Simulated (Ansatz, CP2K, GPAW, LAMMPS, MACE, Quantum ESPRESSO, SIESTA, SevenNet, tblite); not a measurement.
**Other levels on glassy 48SiO2-36B2O3-8MgO-8CaO (mol %) (89 atoms)**

Density of this cell: 2.41 g/cm³. The cell holds 89 atoms: 12 Si, 18 B, 2 Mg, 2 Ca and 55 O. Cell: a = 10.205 Å, b = 10.205 Å, c = 10.205 Å, α = 90.0°, β = 90.0°, γ = 90.0°. 89 atoms (12 Si, 18 B, 2 Mg, 2 Ca, 55 O) placed at random at 2.19 g/cm³, melted at 3000 K for 20 ps at fixed volume with the Buckingham and Coulomb pair potential of Guillot and Sator (Geochim. Cosmochim. Acta 71, 1249 (2007)) with the boron terms of Wang et al. (J. Non-Cryst. Solids 498, 294 (2018)). Quenched from 3000 K to 300 K at 50 K/ps and fixed volume, held 10 ps at zero pressure.

Geometry: as built.

The reference, a calculation:

* method: Kohn-Sham DFT, PBE, PAW, plane waves (Ansatz 0.2.0); cutoff 420 eV, Γ point, fermi-dirac smearing of 0.05 eV; PAW set soft_2
* r.m.s. force component: 1.256 eV/Å
* longest force: 6.213 eV/Å
* pressure: -1.643 GPa
* gap (highest filled to lowest empty level): 2.833 eV
* SCF cycles: 9
* time: 15 s on 4 threads of Arm Neoverse V1, shared host
* CPU time: 55 s

Q: Estimate the differences from the reference, the CPU time and the memory of each run.
- SIESTA PBE, SZ, shift 0.01 Ry, mesh 500 Ry (SIESTA 5.4.2; 1 thread)
- SIESTA PBE, DZ, shift 0.01 Ry, mesh 500 Ry (SIESTA 5.4.2; 2 MPI ranks)
- SevenNet l3i5 potential (SevenNet l3i5; 1 thread)
- SevenNet 0 potential (SevenNet 0; 1 thread)
- QE PBE, sssp-1.3.0-efficiency, 60/480 Ry (Quantum ESPRESSO 7.5; 4 MPI ranks)
- SIESTA PBE, DZP, shift 0.01 Ry, mesh 500 Ry (SIESTA 5.4.2; 2 MPI ranks)
- GPAW PBE, LCAO sz(dzp), h 0.18 Å (GPAW 26.7.0; 1 thread)
- GPAW RPBE, LCAO dzp, h 0.18 Å (GPAW 26.7.0; 1 thread)
- CP2K PBE, DZVP-MOLOPT-SR, 1200/60 Ry, TC2 filter 1e-03, SCF 1e-04 (CP2K 2026.2; 4 MPI ranks)
- CP2K PBE, DZVP-MOLOPT-SR, 1200/60 Ry, OT DIIS (CP2K 2026.2; 4 MPI ranks)

Differences are against the plane-wave reference, forces as r.m.s. over components; share is that over the reference's r.m.s. force, slope the least-squares factor from reference forces to these. Total energies of different programs have different zeros and aren't compared.

```csv
run,"Δ force, r.m.s. (meV/Å)",share (%),slope,Δ pressure (GPa),Δ gap (eV),cores,CPU time,memory (GiB)
reference,-,-,-,-,-,4,55 s,1.3
"SIESTA PBE, SZ, shift 0.01 Ry, mesh 500 Ry (coarse)",942,75.0,1.043,20.3,-0.958,1,1.9 min,0.91
"SIESTA PBE, DZ, shift 0.01 Ry, mesh 500 Ry (coarse)",698,55.6,1.059,9.66,-0.204,2,2.6 min,1.4
SevenNet l3i5 potential,116,9.25,0.952,0.166,-,1,11 s,1.7
SevenNet 0 potential,161,12.8,0.950,0.0396,-,1,9.1 s,1.0
"QE PBE, sssp-1.3.0-efficiency, 60/480 Ry",33.5,2.67,1.004,-0.257,-0.0158,4,11 min,3.0
"SIESTA PBE, DZP, shift 0.01 Ry, mesh 500 Ry",162,12.9,1.036,1.92,-0.169,2,5.4 min,2.2
"GPAW PBE, LCAO sz(dzp), h 0.18 Å (coarse)",903,71.9,1.007,-,-0.780,1,56 s,1.1
"GPAW RPBE, LCAO dzp, h 0.18 Å",320,25.5,1.066,-,-0.0679,1,3 min,1.4
"CP2K PBE, DZVP-MOLOPT-SR, 1200/60 Ry, TC2 filter 1e-03, SCF 1e-04 (coarse)",383,30.5,1.183,0.25,-,4,2.9 min,5.4
"CP2K PBE, DZVP-MOLOPT-SR, 1200/60 Ry, OT DIIS",132,10.5,1.038,1.04,-0.101,4,14 min,5.4
```

Rows marked coarse were listed beforehand as settings not expected to be converged; some can still land near the reference.

Times of the machine-learned potentials are mostly Python's start and the loading of weights.

CPU time is summed over cores on a shared host, where runs went side by side, so it is rough. Symmetry, cutoffs, thresholds, outputs and thread counts weren't matched or tuned between programs; memory under MPI is the largest rank's times the ranks.

PBE on plane waves or a grid with other potentials, cutoffs or grids, coarse settings apart, differs from the reference by 2.7 % (QE PBE, sssp-1.3.0-efficiency, 60/480 Ry) of the r.m.s. force; this holds the reference's own error, so differences of a few per cent don't tell which side is nearer the exact PBE result (QE's 60 Ry are 816 eV, against the reference's 420 eV). The PBE runs in local orbitals, coarse settings apart, differ by 10 % (CP2K PBE, DZVP-MOLOPT-SR, 1200/60 Ry, OT DIIS) to 13 % (SIESTA PBE, DZP, shift 0.01 Ry, mesh 500 Ry); basis, grid and potentials can all enter. Machine-learned potentials differ by 9.3 % (SevenNet l3i5 potential) to 13 % (SevenNet 0 potential); they were trained on other programs' data. Rows with another functional or a dispersion term differ by 25 % (GPAW RPBE, LCAO dzp, h 0.18 Å), which mixes the change of model with differences of basis and potentials. Machine-learned potentials mimic data converged in k, so the reference's own k-point error enters their differences. The network of bonds at the start is that of the classical potential that made the cell, and needn't be the one that DFT or experiment would give. The electronic-structure runs sample only Γ, in a cell whose shortest periodic width is 10 Å.

[Logs are printed without paths, hosts, clocks, repeated set-up lines and the standing remarks that a program may print on its own settings, such as how far it seeks lower states.]

[Hosts, paths, dates, database ids (printed as entryN), source tags and the programs' standing remarks are cut or masked in the printed files.]
